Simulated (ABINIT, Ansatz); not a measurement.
# Quasiparticle gap of ZrSe3 (P2_1/m) in ABINIT

How does a plane-wave GW calculation on ZrSe3 (P2_1/m) run from the first input to the gap?

Program: ABINIT 10.8.3. Level of theory: PBEsol and many-body steps on it, plane waves. Results are calculated unless marked as measured.

This is a report of a sequence of runs, with most program output left out.

## Step 1: The structure

Symmetry: P2_1/m, No. 11, monoclinic system. The conventional cell has a = 5.411 Å, b = 3.749 Å, c = 9.444 Å, α = 90.00°, β = 97.48°, γ = 90.00°. Nearest to Zr lie 8 Se at 2.72 to 2.87 Å. Nearest to Se lie 4 Zr at 2.72 to 2.87 Å. Se has 1 Se at 2.34 Å and 2 Zr at 2.73 Å nearest. Nearest to Se lie 1 Se at 2.34 Å and 2 Zr at 2.74 Å. Farther neighbours and most contacts between anions are not listed.

The cell and positions come from the Crystallography Open Database and are kept as given unless a step says otherwise.

## Step 2: Ground state

This step: ABINIT 10.8.3; DFT, PBEsol, plane waves, norm-conserving pseudopotentials.

The ground-state density comes first.

Input file run.abi:

```
acell 3*1.0 Angstrom
rprim 
  5.410900000000 -0.000000000000 -0.000000000000
  -0.000000000000 3.748800000000 0.000000000000
  -1.229420909100 0.000000000000 9.363634990100
ntypat 2
znucl 40 34
natom 8
typat 1 1 2 2 2 2 2 2
xred 
  0.285000000000 0.250000000000 0.656000000000
  0.715000000000 0.750000000000 0.344000000000
  0.762000000000 0.250000000000 0.554000000000
  0.238000000000 0.750000000000 0.446000000000
  0.456000000000 0.250000000000 0.174000000000
  0.544000000000 0.750000000000 0.826000000000
  0.888000000000 0.250000000000 0.169000000000
  0.112000000000 0.750000000000 0.831000000000
pp_dirpath "pseudos"
pseudos "Zr.upf, Se.upf"
ecut 48
ngkpt 4 6 2
nshiftk 1
shiftk 0 0 0
kptopt 1
chksymbreak 0
nband 92
occopt 1
tolvrs 1e-10
nstep 60
prtwf 0
optforces 0
optstress 0
indata_prefix "in"
outdata_prefix "out"
tmpdata_prefix "tmp"
```

Run with:

```bash
$ OMP_NUM_THREADS=1 mpirun -n 16 abinit run.abi > log
```

It took 12 min on 16 MPI ranks of Arm Neoverse N1, shared host; peak memory 3.4 GiB; 3.2 h of CPU time.

This step gave:

| Item | Value |
| --- | --- |
| total energy | -57961.9822 eV |
| gap | 0.3208 eV |
| k of the valence top | 0, 0, 0 |
| k of the conduction bottom | 0.5, 0.1667, 0 |
| least direct gap | 0.6025 eV |

The gap is indirect, with the least direct gap 0.28 eV higher.

## Step 3: Empty states on the mesh, 2×4×1 mesh, 430 bands

The sums over transitions need many empty states on a uniform mesh; this step solves for them.

run.abi, as its differences from that of step 2:

```diff
@@ -21,3 +21,3 @@
 ecut 48
-ngkpt 4 6 2
+ngkpt 2 4 1
 nshiftk 1
@@ -26,9 +26,10 @@
 chksymbreak 0
-nband 92
-occopt 1
-tolvrs 1e-10
+iscf -2
+irdden 1
+istwfk *1
+nband 430
+nbdbuf 38
+tolwfr 1e-09
 nstep 60
-prtwf 0
-optforces 0
-optstress 0
+prtvol 0
 indata_prefix "in"
```

Elapsed: 29 min, on 16 MPI ranks; peak memory 2.5 GiB; 7.8 h of CPU time.

This step gave:

```
gap                                                           : 0.3293 eV
k of the valence top                                          : 0, 0, 0
k of the conduction bottom                                    : 0.5, 0, 0
least direct gap                                              : 0.6289 eV
k points computed                                             : 6
lowest point of the top converged band, above the valence top : 70.3787 eV
```

On this mesh the gap is 0.329 eV.

## Step 4: Screening, 2×4×1 mesh, 392 bands, screening to 176.9 eV

The RPA dielectric matrix is built and inverted for each q.

This step: RPA screening on PBEsol, plane waves, norm-conserving pseudopotentials.

run.abi, as its differences from that of step 3:

```diff
@@ -26,10 +26,11 @@
 chksymbreak 0
-iscf -2
-irdden 1
 istwfk *1
-nband 430
-nbdbuf 38
-tolwfr 1e-09
-nstep 60
-prtvol 0
+occopt 1
+irdwfk 1
+optdriver 3
+nband 392
+ecuteps 6.5
+inclvkb 2
+awtr 1
+symchi 1
 indata_prefix "in"
```

It took 26 min on 16 MPI ranks; peak memory 24 GiB.

This step gave:

```yaml
eps_infinity_with_local_fields_on_this_mesh_along_the_program_s_q_direction: 16.07
the_same_without_local_fields: 18.70
plasma_frequency: 34.92 eV
plane_waves_in_the_screening_matrix: 985
```

Local fields lower ε∞ by 14 %. On a Γ-centred mesh this coarse the value itself is usually too large, while a short band sum pulls it down.

## Step 5: Self-energy, 2×4×1 mesh, 392 bands, screening to 176.9 eV

The self-energy is evaluated for the states that the input lists, and the levels follow from it, in one-shot runs by the linearised quasiparticle equation.

This step: G0W0 on PBEsol, plane waves, norm-conserving pseudopotentials.

run.abi, as its differences from that of step 4:

```diff
@@ -29,8 +29,17 @@
 irdwfk 1
-optdriver 3
+optdriver 4
 nband 392
+gwcalctyp 0
+ecutsigx 48
+symsigma 1
+nkptgw 2
+kptgw 
+  0.0000000000 0.0000000000 0.0000000000
+  0.5000000000 0.0000000000 0.0000000000
+bdgw 
+  83 86
+  83 86
 ecuteps 6.5
-inclvkb 2
-awtr 1
-symchi 1
+irdscr 1
+ppmodel 1
 indata_prefix "in"
```

The job ended after 2.6 min (16 MPI ranks; peak memory 13 GiB; 41 min of CPU time).

This step gave:

```
G0W0 gap on the points computed              : 0.8850 eV
starting gap on the mesh                     : 0.3293 eV
k of the valence top                         : 0, 0, 0
k of the conduction bottom                   : 0.5, 0, 0
Z at the valence top                         : 0.793
Z at the conduction bottom                   : 0.792
least direct G0W0 gap on the computed points : 1.227 eV
```

The gap on the mesh goes from 0.33 eV to 0.89 eV, a correction of +0.56 eV.

Limits: finite bands, cutoff and mesh; no spin-orbit coupling; coarse k mesh. v1 is the top filled band, c1 the lowest empty one. Levels before and after the correction, in eV, zero at the valence-band top of each column:

```
           conduction bottom  valence top
Kohn-Sham               0.33         0.00
     G0W0               0.89         0.00
```

```csv
,level,energy (eV)
Kohn-Sham,Γ v2,-0.110
Kohn-Sham,Γ v1,0.000
Kohn-Sham,Γ c1,0.661
Kohn-Sham,Γ c2,1.044
Kohn-Sham,(0.5 0 0) v2,-0.371
Kohn-Sham,(0.5 0 0) v1,-0.300
Kohn-Sham,(0.5 0 0) c1,0.329
Kohn-Sham,(0.5 0 0) c2,0.670
G0W0,Γ v2,-0.087
G0W0,Γ v1,0.000
G0W0,Γ c1,1.227
G0W0,Γ c2,1.723
G0W0,(0.5 0 0) v2,-0.433
G0W0,(0.5 0 0) v1,-0.353
G0W0,(0.5 0 0) c1,0.885
G0W0,(0.5 0 0) c2,1.287
```

## Step 6: Where the time went

Times are wall times on 16 MPI ranks of Arm Neoverse N1, shared host, good to a factor of about two.

```
                    step     time  share  memory (GiB)
            ground state   12 min   17 %           3.4
empty states on the mesh   29 min   42 %           2.5
               screening   26 min   37 %            24
             self-energy  2.6 min    4 %            13
```

## Step 7: What came out

```yaml
pbesol_gap: 0.32 eV, indirect
g0w0_gap_on_the_mesh: 0.89 eV
gw_settings: 2×4×1 mesh, 392 bands, screening to 176.9 eV, Godby-Needs plasmon pole
known_limits: not at the basis limit; no spin-orbit coupling; coarse k mesh
```

**Reading.** G0W0 moves the gap on the mesh from 0.33 eV to 0.89 eV (+0.56 eV), with Z of 0.79 and 0.79 at the edges. Local fields lower the RPA ε∞ on this mesh from 18.70 to 16.07; a Γ-centred mesh this coarse tends to raise both, most where the direct gap is narrow, while a short band sum lowers them. Only 2 of the mesh's irreducible points were corrected, so a valley elsewhere could overtake. Bands and cutoff are finite, so the gap is not at the basis limit. The miss can reach some tenths of an eV and take either sign; the mesh is an error of its own. In the G0W0 run levels were corrected at 2 k points alone, so a gap called «on the mesh» is the least over those, and an edge elsewhere would be missed. The 2×4×1 mesh is coarse for this cell, which bears on the long-range parts of exchange and screening. The many-body steps are scalar-relativistic: spin-orbit coupling is not in them.

[Paths, hosts, dates, memory and timing lines, banners, echoed tables and standing remarks are left out of the program output.]

[Logs are printed without paths, hosts, clocks, repeated set-up lines and the standing remarks that a program may print on its own settings, such as how far it seeks lower states.]

[Runs of the session that timed out or met a known fault of the program may be left out.]

[Hosts, paths, dates, database ids (printed as entryN), source tags and the programs' standing remarks are cut or masked in the printed files.]

[G0W0 gaps are taken among the corrected bands and points alone; a level outside them can change the order at an edge.]

[Where Ansatz stands beside ABINIT at settings called matched, ABINIT's density can come from a denser mesh and the files from another edition; pairs whose starting gaps differed by over 0.03 eV were left out, so agreement reads better than it is.]
